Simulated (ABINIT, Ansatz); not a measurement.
# A GW run on CrF6 (R-3) in ABINIT, with inputs changed, part 2 of 2

Aim: change inputs of a GW run on CrF6 (R-3) and see what moves.

ABINIT 10.8.3; PBEsol and many-body steps on it, plane waves. Known limits of the many-body steps: not at the basis limit; no spin polarisation; d states lean on the start; coarse k mesh.

So far. Step 2 (Screening, 2×2×2 mesh, 85 bands, screening to 114.3 eV): Local fields lower ε∞ by 46 %. On a Γ-centred mesh this coarse the value itself is usually too large, while a short band sum pulls it down. Step 3 (Base): The gap on the mesh goes from 1.94 eV to 4.89 eV, a correction of +2.96 eV.

### Step 5. More bands than the file holds

Level of this step: G0W0 on PBEsol, plane waves, norm-conserving pseudopotentials (ABINIT).

Contents of run.abi:

```
acell 3*1.0 Angstrom
rprim 
  2.402403871812 1.387028522093 4.369215055800
  -2.402403871812 1.387028522093 4.369215055800
  0.000000000000 -2.774057044186 4.369215055800
ntypat 2
znucl 24 9
natom 7
typat 1 2 2 2 2 2 2
xred 
  0.000000000000 0.000000000000 0.000000000000
  0.368598720000 0.081843300000 0.779004130000
  0.081843300000 0.779004130000 0.368598720000
  0.220995870000 0.631401280000 0.918156700000
  0.918156700000 0.220995870000 0.631401280000
  0.631401280000 0.918156700000 0.220995870000
  0.779004130000 0.368598720000 0.081843300000
pp_dirpath "pseudos"
pseudos "Cr.upf, F.upf"
ecut 43
ngkpt 2 2 2
nshiftk 1
shiftk 0 0 0
kptopt 1
chksymbreak 0
istwfk *1
occopt 1
irdwfk 1
optdriver 4
nband 507
gwcalctyp 0
ecutsigx 43
symsigma 1
nkptgw 2
kptgw 
  0.5000000000 0.5000000000 0.0000000000
  0.0000000000 0.0000000000 0.0000000000
bdgw 
  27 30
  27 31
ecuteps 4.2
irdscr 1
ppmodel 1
indata_prefix "in"
outdata_prefix "out"
tmpdata_prefix "tmp"
```

Launch:

```sh
OMP_NUM_THREADS=1 mpirun -n 4 abinit run.abi > log
```

The program printed:

```text
.Version 10.8.3 of ABINIT. v10.8.2 released Aug 2026.

 Symmetries : space group R-3 (#148); Bravais hR (rhombohedral)
================================================================================
 Values of the parameters that define the memory need of the present run
     intxc =       0    ionmov =       0      iscf =       7    lmnmax =       6
     lnmax =       6     mgfft =      60  mpssoang =       3    mqgrid =    3001
     natom =       7  nloc_mem =       1    nspden =       1   nspinor =       1
    nsppol =       1      nsym =       6    n1xccc =    2501    ntypat =       2
    occopt =       1   xclevel =       2
-    mband =         507        mffmem =           1         mkmem =           1
       mpw =        7993          nfft =      216000          nkpt =           4
================================================================================
  Rough estimation (10% accuracy) of disk space for files :
================================================================================

--------------------------------------------------------------------------------
------------- Echo of variables that govern the present computation ------------
--------------------------------------------------------------------------------
 -outvars: echo values of preprocessed input variables --------
            acell      1.8897261259E+00  1.8897261259E+00  1.8897261259E+00 Bohr

             bdgw          27      30      27      31
      chksymbreak           0
             ecut      4.30000000E+01 Hartree
          ecuteps      4.20000000E+00 Hartree
         ecutsigx      4.30000000E+01 Hartree
          ecutwfn      4.30000000E+01 Hartree
-          fftalg         312
           irdscr           1
           irdwfk           1

[...]
SIGMA: Calculation of the GW corrections

 Based on a program developped by R.W. Godby, V. Olevano, G. Onida, and L. Reining.
 Incorporated in ABINIT by V. Olevano, G.-M. Rignanese, and M. Torrent.
.Using double precision arithmetic ; gwpc =  8

 Real(R)+Recip(G) space primitive vectors, cartesian coordinates (Bohr,Bohr^-1):
 R(1)=  4.5398854  2.6211040  8.2566198  G(1)=  0.1101349  0.0635864  0.0403716
 R(2)= -4.5398854  2.6211040  8.2566198  G(2)= -0.1101349  0.0635864  0.0403716
 R(3)=  0.0000000 -5.2422081  8.2566198  G(3)=  0.0000000 -0.1271729  0.0403716
 Unit cell volume ucvol=  5.8949847E+02 bohr^3
 Angles (23,13,12)=  5.53157509E+01  5.53157509E+01  5.53157509E+01 degrees

--- Pseudopotential description ------------------------------------------------
- Cr Generated using ONCVPSP code by D. R. Hamann
- 24.00000  14.00000  180301                  znucl, zion, pspdat
12 -116133 2 -1 1638                          pspcod,pspxc,lmax,lloc,mmax
     nproj     2     2     2
  pspatm : epsatm=   17.25290059
         --- l  ekb(1:nproj) -->
[...]
pspatm: atomic psp has been read  and splines computed

- F Generated using ONCVPSP code by D. R. Hamann
-  9.00000   7.00000  180301                  znucl, zion, pspdat
12 -116133 2 -1 832                           pspcod,pspxc,lmax,lloc,mmax
     nproj     2     2     1
  pspatm : epsatm=    4.89824381
         --- l  ekb(1:nproj) -->
             0    6.506434    1.065875
             1   -3.978753   -1.295852
             2   -2.394754
 pspatm: atomic psp has been read  and splines computed

   2.61197235E+03                                ecore*ucvol(ha*bohr**3)
--------------------------------------------------------------------------------

--- !ERROR
message: |
    Number of bands stored WFK file is less than required.
    WFK mband: 185, self-energy nband: 507

--- !ERROR
message: |
    Number of bands stored WFK file is less than required.
    WFK mband: 185, self-energy nband: 507

--- from the log ---
Number of bands stored WFK file is less than required.
    WFK mband: 185, self-energy nband: 507
```

Elapsed: 2.8 s, on 4 MPI ranks of Arm Neoverse N1, shared host; peak memory 0.06 GiB.

The run stopped with an error after 2.8 s.

The program's words: Number of bands stored WFK file is less than required. WFK mband: 185, self-energy nband: 507

The fault put into this input: more bands than the file holds.

### Step 6. The runs together

Times are wall times on 4 MPI ranks of Arm Neoverse N1, shared host, good to a factor of about two. A run's time includes the screening step that it read.

| run | mesh | bands | screening cutoff (eV) | DFT gap (eV) | gap on the mesh (eV) | direct (eV) | ε∞ used | time |
| --- | --- | --- | --- | --- | --- | --- | --- | --- |
| base | 2×2×2 | 85 | 114.3 | 1.937 | 4.892 | 4.943 | 3.41 | 53 s |
| scissors in G | 2×2×2 | 85 | 114.3 | 1.937 | 4.980 | 5.031 | 3.41 | 53 s |

### Step 7. What came out

```
base          : 4.892 eV
scissors in G : 4.980 eV
known limits  : not at the basis limit; no spin polarisation; d states lean on the start; coarse k mesh
```

**Reading.** Scissors in G: +0.088 eV against base (keys changed: mbpt_sciss). Bands and cutoff are finite, so the gap is not at the basis limit. The miss can reach some tenths of an eV and take either sign; the mesh is an error of its own. In the first G0W0 run levels were corrected at 2 k points alone, so a gap called «on the mesh» is the least over those, and an edge elsewhere would be missed. The 2×2×2 mesh is coarse for this cell, which bears on the long-range parts of exchange and screening. The runs have no spin polarisation. For a closed low-spin shell that is the natural state; where a d or f shell is open it is a constraint, and the gap is then not the crystal's own. With d states at the gap, one-shot GW leans hard on its start.

[Paths, hosts, dates, memory and timing lines, banners, echoed tables and standing remarks are left out of the program output.]

[Logs are printed without paths, hosts, clocks, repeated set-up lines and the standing remarks that a program may print on its own settings, such as how far it seeks lower states.]

[Runs of the session that timed out or met a known fault of the program may be left out.]

[No measured gap is set beside runs whose start may be inverted or whose files or cutoffs have a known fault.]

[Hosts, paths, dates, database ids (printed as entryN), source tags and the programs' standing remarks are cut or masked in the printed files.]

[G0W0 gaps are taken among the corrected bands and points alone; a level outside them can change the order at an edge.]

[Where Ansatz stands beside ABINIT at settings called matched, ABINIT's density can come from a denser mesh and the files from another edition; pairs whose starting gaps differed by over 0.03 eV were left out, so agreement reads better than it is.]
